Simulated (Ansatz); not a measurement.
# HfTeSe monolayer, Janus: modes against uniaxial strain along the armchair direction, normal to a, with the width clamped

Aim: how do the optical modes of HfTeSe monolayer, Janus shift and split under this strain?

Calculated with Ansatz 0.2.0; DFT PBEsol, scalar-relativistic, plane waves, PAW; PAW set soft_1.

### Step 1. Starting point

The cell holds 3 atoms: 1 Hf, 1 Se and 1 Te. Its edges and angles: a = 3.720 Å, b = 3.720 Å, c = 30.000 Å, α = 90.0°, β = 90.0°, γ = 120.0°. Vacuum lies along c. The height across the vacuum is the one that the program set for its solve, not the one typed.

### Step 2. A rough relaxation first

The start is far from rest, so a relaxation with loose tolerances brings it close first. The program lengthens the typed cell of 20.0 Å along the normal to 30.0 Å, as its cut-off of the electrostatics needs, and moves no atom.

input.yaml reads:

```yaml
crystal:
  lattice:
    - [3.72, 0.0, 0.0]
    - [-1.86, 3.22161, 0.0]
    - [0.0, 0.0, 20.0]
  atoms:
    - { symbol: Hf, position: [0.0, 0.0, 0.5] }
    - { symbol: Se, position: [0.333333, 0.666667, 0.575] }
    - { symbol: Te, position: [0.666667, 0.333333, 0.42] }
  periodic: [true, true, false]
kpoints:
  mp_grid: { grid: [6, 6, 1] }
hamiltonian:
  xc: pbesol
  pseudopotentials: { kind: paw, azcp: { folder: soft_1 }, xc_functional: pbe }
scf:
  occupations: { method: gaussian, width: 0.1 }
output:
  forces: true
  stress: true
  eigenvalues: true
relax:
  adjacent_minimum: "off"
  f_tol: 0.05
  max_steps: 80
  cell: { stress_2d_tol: 0.02 }
```

On the command line:

```bash
$ ansatz run input.yaml --threads 4 --pin off --max-ram 16384MiB --backend cpu --events-out ev --progress --plain --runs-dir out
```

Numbers of over 12 decimals in the logs are rounded to 6 here.

Log:

```text
[...]
F+E_penalty+E_count = -27927.70881855 eV   max|allowed force component| = 9.019e-3 eV/Å   (the final SCF, on the basis selected at the relaxed cell)
  cell:  # Å, volume = 372.1260 Å³
    - [3.784592, 4.780940252447248e-18, 0]
    - [-1.892296, 3.277553, 0]
    - [0, 0, 30.0]
  atoms:
    - { symbol: Hf, position: [0, 0, 0.336499] }
    - { symbol: Se, position: [0.333333, 0.666667, 0.386020] }
    - { symbol: Te, position: [0.666667, 0.333333, 0.274147] }
[key lines of the parts left out:]
SCF converged after 9 iterations
Free energy (F): -27927.708819 eV
Fermi energy:    -4.806443 eV
P = ½ c Tr σ = 0.0158 N/m
```

The job ended after 9.9 s (4 threads of Intel Xeon 6975P-C (Granite Rapids), shared host; peak memory 0.8 GiB; 36 s of CPU time).

Step by step:

```csv
step,energy less that of the first step (eV),largest force component (eV/Å),volume (Å³)
1,0.0000,3.2957,359.53
2,-0.4664,0.7054,363.71
3,-0.4461,0.8598,371.22
4,-0.4916,0.0215,370.60
5,-0.4918,0.0093,372.13
6*,-0.4925,0.0090,372.13
```

Relaxation steps marked * repeat the geometry before them on a plane-wave basis chosen anew for their cell, so energy and pressure can jump there. Relaxation step 3 was tried and not accepted.

The run keeps the 6 symmetry operations that it works with, so distortions that break them were not tested.

```csv
cell as run,before,after,change
a (Å),3.720,3.785,+1.7 %
b (Å),3.720,3.785,+1.7 %
```

The atoms that moved most (Å, along periodic axes as changes of fractional coordinates times the final cell, across vacuum about the mean position):

```csv
atom,dx,dy,dz,length
Te3,0.000,0.000,-0.176,0.176
Hf1,0.000,0.000,0.095,0.095
Se2,0.000,0.000,0.081,0.081
```

Final coordinates:

```xyz
3
Lattice="3.7846 0.0000 0.0000 -1.8923 3.2776 0.0000 0.0000 0.0000 30.0000" Properties=species:S:1:pos:R:3
Hf    0.0000    0.0000   10.0950
Se    0.0000    2.1850   11.5806
Te    1.8923    1.0925    8.2244
```

Numbers from this step:

```yaml
gap_on_the_k_mesh: 0 eV
area_per_atom: 4.135 Å²
```

The relaxation ends with a largest force component of 0.0090 eV/Å.

### Step 3. Relaxation

Harmonic phonons are second derivatives at a point where the forces vanish, and they are wanted at zero stress, so atoms and cell are relaxed first.

input.yaml, the sections that differ from step 2:

```yaml
crystal:
  lattice:
    - [3.7845917229, 0.0, 0.0]
    - [-1.8922958615, 3.277552575, 0.0]
    - [0.0, 0.0, 30.0]
  atoms:
    - { symbol: Hf, position: [0.0, 0.0, 0.336499091] }
    - { symbol: Se, position: [0.3333333333, 0.6666666667, 0.3860201942] }
    - { symbol: Te, position: [0.6666666667, 0.3333333333, 0.2741473815] }
  periodic: [true, true, false]
kpoints:
  mp_grid: { grid: [12, 12, 1] }
relax:
  adjacent_minimum: "off"
  f_tol: 0.005
  max_steps: 80
  cell: { stress_2d_tol: 0.02 }
# hamiltonian, scf, output: as in step 2
```

Log:

```text
[...]
Crystal: 3 atoms, lattice volume = 372.126 Å³
Basis set: ecut = 420 eV, 7265 PW (Γ), exchange–correlation on 54×54×432 points (8 copies of the dense FFT grid, shifted against one another)
Bands: 35, of which v1, the nominal top of the filled ones, is band 29 counted from 1 (28 counted from 0)
Symmetry: 6 space group operations
[...]
k-points: 19 of 144 (time reversal used)
[...]
° read free of the cell's end (the report's vacuum.weakly_bound_levels)
--- Relaxed structure (4 steps of the walk, 4 accepted, 1 SCFs on fresh bases) ---
[...]
cell:  # Å, volume = 374.0060 Å³
    - [3.794140, 2.894040105775539e-11, 0]
    - [-1.897070, 3.285821, 0]
    - [0, 0, 30.0]
  atoms:
    - { symbol: Hf, position: [0, 0, 0.336454] }
    - { symbol: Se, position: [0.333333, 0.666667, 0.385833] }
    - { symbol: Te, position: [0.666667, 0.333333, 0.274380] }
[key lines of the parts left out:]
SCF converged after 8 iterations
Free energy (F): -27927.726117 eV
Fermi energy:    -4.815664 eV
P = ½ c Tr σ = 0.0045 N/m
```

Run time: 17 s. Hardware: 4 threads; peak memory 0.88 GiB; 64 s of CPU time.

Step by step:

```csv
step,energy less that of the first step (eV),largest force component (eV/Å),volume (Å³)
1,0.0000,0.0265,372.13
2,-0.0001,0.0347,373.38
3,-0.0002,0.0352,373.92
4,-0.0002,0.0024,374.01
5*,-0.0003,0.0024,374.01
```

Relaxation steps marked * repeat the geometry before them on a plane-wave basis chosen anew for their cell, so energy and pressure can jump there.

The run keeps the 6 symmetry operations that it works with, so distortions that break them were not tested.

```csv
cell as run,before,after,change
a (Å),3.785,3.794,+0.3 %
b (Å),3.785,3.794,+0.3 %
```

The relaxed structure:

```xyz
3
Lattice="3.7941 0.0000 0.0000 -1.8971 3.2858 0.0000 0.0000 0.0000 30.0000" Properties=species:S:1:pos:R:3
Hf    0.0000    0.0000   10.0936
Se    0.0000    2.1905   11.5750
Te    1.8971    1.0953    8.2314
```

This step gave:

```yaml
area_per_atom: 4.156 Å²
```

The cell grew by 0.3 % in its periodic edges. First to last step the energy falls by 0.000 eV, across changes of basis; the largest move, 0.007 Å, is that of Te3.

### Step 4. Tight relaxation

Phonons need small forces and stress, so the relaxation is finished with tight tolerances on 12×12×1 k points.

input.yaml reads:

```yaml
crystal:
  lattice:
    - [3.7941398329, 0.0, 0.0]
    - [-1.8970699165, 3.2858214808, 0.0]
    - [0.0, 0.0, 30.0]
  atoms:
    - { symbol: Hf, position: [0.0, 0.0, 0.3364538298] }
    - { symbol: Se, position: [0.3333333333, 0.6666666667, 0.385833031] }
    - { symbol: Te, position: [0.6666666667, 0.3333333333, 0.2743798059] }
  periodic: [true, true, false]
kpoints:
  mp_grid: { grid: [12, 12, 1] }
hamiltonian:
  xc: pbesol
  pseudopotentials: { kind: paw, azcp: { folder: soft_1 }, xc_functional: pbe }
scf:
  occupations: { method: methfessel_paxton, width: 0.2 }
output:
  forces: true
  stress: true
  eigenvalues: true
  write_density: true
  write_potential: true
  elf: true
  volumetric_format: npy
relax:
  adjacent_minimum: "off"
  f_tol: 0.001
  max_steps: 60
  cell: { stress_2d_tol: 0.002 }
```

Log:

```text
[...]
Crystal: 3 atoms, lattice volume = 374.006 Å³
Basis set: ecut = 420 eV, 7301 PW (Γ), exchange–correlation on 54×54×432 points (8 copies of the dense FFT grid, shifted against one another)
Bands: 35, of which v1, the nominal top of the filled ones, is band 29 counted from 1 (28 counted from 0)
Symmetry: 6 space group operations
[...]
k-points: 19 of 144 (time reversal used)
[...]
° read free of the cell's end (the report's vacuum.weakly_bound_levels)
--- Relaxed structure (4 steps of the walk, 4 accepted, 1 SCFs on fresh bases) ---
[...]
cell:  # Å, volume = 373.7212 Å³
    - [3.792695, 2.8856510703070355e-11, 0]
    - [-1.896348, 3.284570, 0]
    - [0, 0, 30.0]
  atoms:
    - { symbol: Hf, position: [0, 0, 0.336463] }
    - { symbol: Se, position: [0.333333, 0.666667, 0.385863] }
    - { symbol: Te, position: [0.666667, 0.333333, 0.274341] }
[key lines of the parts left out:]
SCF converged after 11 iterations
Free energy (F): -27927.725288 eV
Fermi energy:    -4.810329 eV
P = ½ c Tr σ = -0.0016 N/m
```

Run time: 20 s. Hardware: 4 threads; peak memory 0.89 GiB.

Little changed from the start: no atom moved by 0.005 Å and no cell edge by 0.1 %.

Numbers from this step:

| Item | Value |
| --- | --- |
| area per atom | 4.152 Å² |

Valence density in the ac plane at fractional y = 0.000, with atoms of Hf within 0.2 Å of it. It is the smooth field of the valence electrons, not physical close to the nuclei.

Values in e/Å³, 24 rows by 14 columns, each cell a mean:
```
 0  0  0  0  0  0  0  0  0  0  0  0  0  0
 0  0  0  0  0  0  0  0  0  0  0  0  0  0
 0  0  0  0  0  0  0  0  0  0  0  0  0  0
 0  0  0  0  0  0  0  0  0  0  0  0  0  0
 0  0  0  0  0  0  0  0  0  0  0  0  0  0
 0  0  0  0  0  0  0  0  0  0  0  0  0  0
 0  0  0  0  0  0  0  0  0  0  0  0  0  0
 0  0  0  0  0  0  0  0  0  0  0  0  0  0
 0  0  0  0  0  0  0  0  0  0  0  0  0  0
 0  0  0  0  0  0  0  0  0  0  0  0  0  0
 0  0  0  0  0  0  0  0  0  0  0  0  0  0
 0  0  0  0  0  0  0  0  0  0  0  0  0  0
 0  0  0  0  0  0  0  0  0  0  0  0  0  0
 0  0  0  0  0  0  0  0  0  0  0  0  0  0
 0  0  0  0  0  0  0  0  0  0  0  0  0  0
24 14  4  1  0  0  0  0  0  0  0  1  6 17
 8  5  2  0  0  0  0  0  0  0  0  1  2  5
 0  0  0  0  0  0  0  0  0  0  0  0  0  0
 0  0  0  0  0  0  0  0  0  0  0  0  0  0
 0  0  0  0  0  0  0  0  0  0  0  0  0  0
 0  0  0  0  0  0  0  0  0  0  0  0  0  0
 0  0  0  0  0  0  0  0  0  0  0  0  0  0
 0  0  0  0  0  0  0  0  0  0  0  0  0  0
 0  0  0  0  0  0  0  0  0  0  0  0  0  0
```
Columns run along a (3.8 Å), rows up along c (30.0 Å). Atoms in or near the plane, at fractional coordinates: Hf at (0.00, 0.34).

ELF in the ac plane at fractional y = 0.000, with atoms of Hf within 0.2 Å of it. It is the smooth field of the valence electrons, not physical close to the nuclei.

Ten even steps from '0' (0.00) to '9' (0.73), each cell a mean:
```
00000000000000
00000000000000
00000000000000
00000000000000
00000000000000
00000000000000
00000000000000
00000000000000
00000000000000
00000000000000
00000000000000
00000000000000
00000000000000
00012455532100
01257999997411
99743466532589
66544667654456
12368888887531
00023577653100
00000000000000
00000000000000
00000000000000
00000000000000
00000000000000
```
Columns run along a (3.8 Å), rows up along c (30.0 Å). Atoms in or near the plane, at fractional coordinates: Hf at (0.00, 0.34).

Electrostatic potential energy in the ac plane at fractional y = 0.000, with atoms of Hf within 0.2 Å of it. With pseudopotentials it is smooth inside the atoms' cores, unlike the true potential.

Ten even steps from '0' (-17 eV) to '9' (0 eV), each cell a mean:
```
99999999999999
99999999999999
99999999999999
99999999999999
99999999999999
99999999999999
99999999999999
99999999999999
99999999999999
99999999999999
99999999999999
99999999999999
99999999999999
99999999999999
77787766677777
00013677752000
11235677664211
88887543467888
99999999999999
99999999999999
99999999999999
99999999999999
99999999999999
99999999999999
```
Columns run along a (3.8 Å; values clipped at the 3rd and 97th percentile), rows up along c (30.0 Å). Atoms in or near the plane, at fractional coordinates: Hf at (0.00, 0.34).

The largest force component left is 0.62 meV/Å, within the tolerances set.

### Step 5. Modes at rest

Phonons follow from the second derivative of the energy, found here by linear response.

The modes at rest are the reference of the series.

input.yaml, the sections that differ from step 4:

```yaml
crystal:
  lattice:
    - [3.7926951833, 0.0, 0.0]
    - [-1.8963475917, 3.2845703776, 0.0]
    - [0.0, 0.0, 30.0]
  atoms:
    - { symbol: Hf, position: [0.0, 0.0, 0.3364625827] }
    - { symbol: Se, position: [0.3333333333, 0.6666666667, 0.3858626261] }
    - { symbol: Te, position: [0.6666666667, 0.3333333333, 0.2743414579] }
  periodic: [true, true, false]
output:
  eigenvalues: true
phonons:
  method: dfpt
# kpoints, hamiltonian, scf: as in step 4
# relax: removed
```

Log:

```text
[...]
Crystal: 3 atoms, lattice volume = 373.721 Å³
Basis set: ecut = 420 eV, 7301 PW (Γ), exchange–correlation on 54×54×432 points (8 copies of the dense FFT grid, shifted against one another)
Bands: 35, of which v1, the nominal top of the filled ones, is band 29 counted from 1 (28 counted from 0)
Symmetry: 6 space group operations
k-points: 43 of 144 (irreducible under 2 space group operations, time reversal used)
[...]
SCF iter  13: F=-27927.725288 eV  HF=-27927.725288 eV  |F-HF|=2.07e-10  |Δ(HF+E_count)|=  3.20e-10  S|Δr|=    0.00e0  Δρ=1.92e-8  dr2=1.18e-12  ethr=1.00e-12  ⟨swp⟩=21.9  Hψ=11461  notcnv=0
SCF 1 converged in 13 iterations: F = -27927.725288 eV  dr2 = 1.18e-12
[...]
DFPT response loops at Γ: preconditioner auto → none (partly filled bands, converged f_vac=0.766); β = 0.50; Broyden in place of MSR1
SCF converged after 13 iterations
[...]
Free energy (F): -27927.725288 eV
[...]
Internal energy: -27927.721626 eV  (E = F + TS)
E sigma→0 (E₀):  -27927.724373 eV
Entropy (-TS):   -0.003662 eV (-1.221 meV/atom)
Fermi energy:    -4.810328 eV
Step filling:    the computed levels leave a gap of 0.0000 eV = 0.0 smearing widths at the electron count; against every level under it full and every level over it empty, smearing changes F+E_penalty+E_count by -2.713 meV and its σ→0 estimate by -1.797 meV
[...]
--- Band table (eV; the first three rows and the last of 43) ---
  k-point 0: bands = [... 25 lower, -7.6344, -6.6204, -4.4794, -4.4794, -3.8554, -3.8554, -3.5480, -1.2714, ... 2 higher]
  k-point 1: bands = [... 25 lower, -7.6132, -6.4192, -5.2814, -4.8544, -3.8268, -3.4630, -3.2381, -1.1384 (-1.1384°), ... 2 higher]
  k-point 2: bands = [... 25 lower, -7.5710, -6.5927, -6.0945, -5.3285, -4.0546, -2.9590, -2.8971, -1.4191 (-1.4191°), ... 2 higher]
  k-point 42: bands = [... 25 lower, -8.2118, -7.7408, -7.3776, -6.7806, -3.4718, -2.9979, -2.0380, -1.2219, ... 2 higher]
  ° read free of the cell's end (the report's vacuum.weakly_bound_levels)
--- Phonons (Γ-DFPT): 6 representative perturbations + reference, on 43 of 144 k-points (Σ response iterations 28) ---
  k mesh reduced under 2 symmetry operations, with k and −k counted as one. Each operation leaves every solved perturbation unchanged. A smaller set is not used because it would not reduce the number of displacements times k-points to solve
  ASR residual: 1.536e-4 → 0.000e0 eV/Å²; symmetrization residual: 5.417e-5 eV/Å²
  ASR residual per site (eV/Å²): 4.89e-5 1.21e-5 1.54e-4
  Γ frequencies (cm⁻¹): 0.00 0.00 0.00 91.11 91.11 141.90 141.90 159.40 210.67
  non-analytic LO–TO correction: not included (Born effective charges unavailable; polar crystals: no LO–TO splitting at Γ)
```

It took 69 s on 4 threads; peak memory 2.2 GiB.

Numbers from this step:

```yaml
sum_rule_residual_before_enforcement: 1.54e-4 eV/Å²
point_group: 3m
highest_optical_mode_at_the_zone_centre_no_lo_to_term: 210.7 cm⁻¹
lowest_optical_zone_centre_mode: 91.11 cm⁻¹
```

Patterns of degenerate modes are one choice out of their space. The modes at Γ (shares of kinetic energy by element, %):

```csv
mode,frequency (cm⁻¹),symmetry,Hf %,Se %,Te %
1,0.0,acoustic,46,21,33
2,0.0,acoustic,46,21,33
3,0.0,acoustic,46,21,33
4,91.1,E,37,1,62
5,91.1,E,37,1,62
6,141.9,E,17,79,5
7,141.9,E,17,79,5
8,159.4,A1,7,34,59
9,210.7,A1,47,46,8
```

Displacements in mode 4 (91.1 cm⁻¹), the largest set to 1:
```
Hf1 -0.06 -0.65  0.00
Se2 -0.01 -0.15  0.00
Te3  0.09  1.00  0.00
```

Displacements in mode 8 (159.4 cm⁻¹), the largest set to 1:
```
Hf1  0.00  0.00 -0.29
Se2  0.00  0.00 -0.96
Te3  0.00  0.00  1.00
```

Before it was imposed, the acoustic sum rule was missed by 1.5e-4 eV/Å². Small misses are needed for a sound result but don't prove that mesh and cutoff are converged. The lowest optical mode is real, 91.1 cm⁻¹.

### Step 6. Relaxation of a member: uniaxial strain of +5 % along the armchair direction, normal to a, with the width clamped

The cell takes a uniaxial strain of +5 % along the armchair direction, normal to a, with the width clamped. The cell is held, and the atoms relax in it.

input.yaml, the sections that differ from step 5:

```yaml
crystal:
  lattice:
    - [3.7926951833, 0.0, 0.0]
    - [-1.8963475917, 3.4487988965, 0.0]
    - [0.0, 0.0, 30.0]
  atoms:
    - { symbol: Hf, position: [0.0003402891, 0.0006805782, 0.3365149741] }
    - { symbol: Se, position: [0.3298840787, 0.6597681574, 0.3846126199] }
    - { symbol: Te, position: [0.6697756321, 0.3395512642, 0.2755390727] }
  periodic: [true, true, false]
output:
  forces: true
  stress: true
  eigenvalues: true
relax:
  adjacent_minimum: "off"
  f_tol: 0.001
  max_steps: 60
# kpoints, hamiltonian, scf: as in step 5
# phonons: removed
```

Log:

```text
[...]
F+E_penalty+E_count = -27927.67593065 eV   max|allowed force component| = 3.916e-4 eV/Å
  cell:  # Å, volume = 392.4073 Å³
    - [3.7926951833, 2.7492772397399494e-11, 0.0]
    - [-1.896348, 3.448799, 0.0]
    - [0.0, 0.0, 30.0]
  atoms:
    - { symbol: Hf, position: [0.000377711, 0.000755422, 0.336537] }
    - { symbol: Se, position: [0.329189, 0.658377, 0.384303] }
    - { symbol: Te, position: [0.670434, 0.340867, 0.275827] }
[key lines of the parts left out:]
SCF converged after 5 iterations
Free energy (F): -27927.675931 eV
Fermi energy:    -4.831395 eV
P = ½ c Tr σ = -1.4515 N/m
```

Elapsed: 37 s, on 4 threads; peak memory 1.1 GiB.

Relaxation path:

```csv
step,energy less that of the first step (eV),largest force component (eV/Å)
1,0.0000,0.0826
2,0.0020,0.1646
3,-0.0008,0.0031
4,-0.0008,0.0017
5,-0.0008,0.0004
```

Relaxation step 2 was tried and not accepted.

Forces are held to the 2 operations that the run works with; a distortion that breaks them can't arise in this run.

The atoms that moved most (Å):

```csv
atom,dx,dy,dz,length
Se2,0.000,-0.005,-0.009,0.010
Te3,0.000,0.005,0.009,0.010
```

The relaxed structure:

```xyz
3
Lattice="3.7927 0.0000 0.0000 -1.8963 3.4488 0.0000 0.0000 0.0000 30.0000" Properties=species:S:1:pos:R:3
Hf    0.0000    0.0026   10.0961
Se    0.0000    2.2706   11.5291
Te    1.8963    1.1756    8.2748
```

This step gave:

| Item | Value |
| --- | --- |
| area per atom | 4.36 Å² |

The largest force component left is 0.39 meV/Å.

[end of part 1 of 2]

[Logs are printed without paths, hosts, clocks, repeated set-up lines and the standing remarks that a program may print on its own settings, such as how far it seeks lower states.]

[Hosts, paths, dates, database ids (printed as entryN), source tags and the programs' standing remarks are cut or masked in the printed files.]
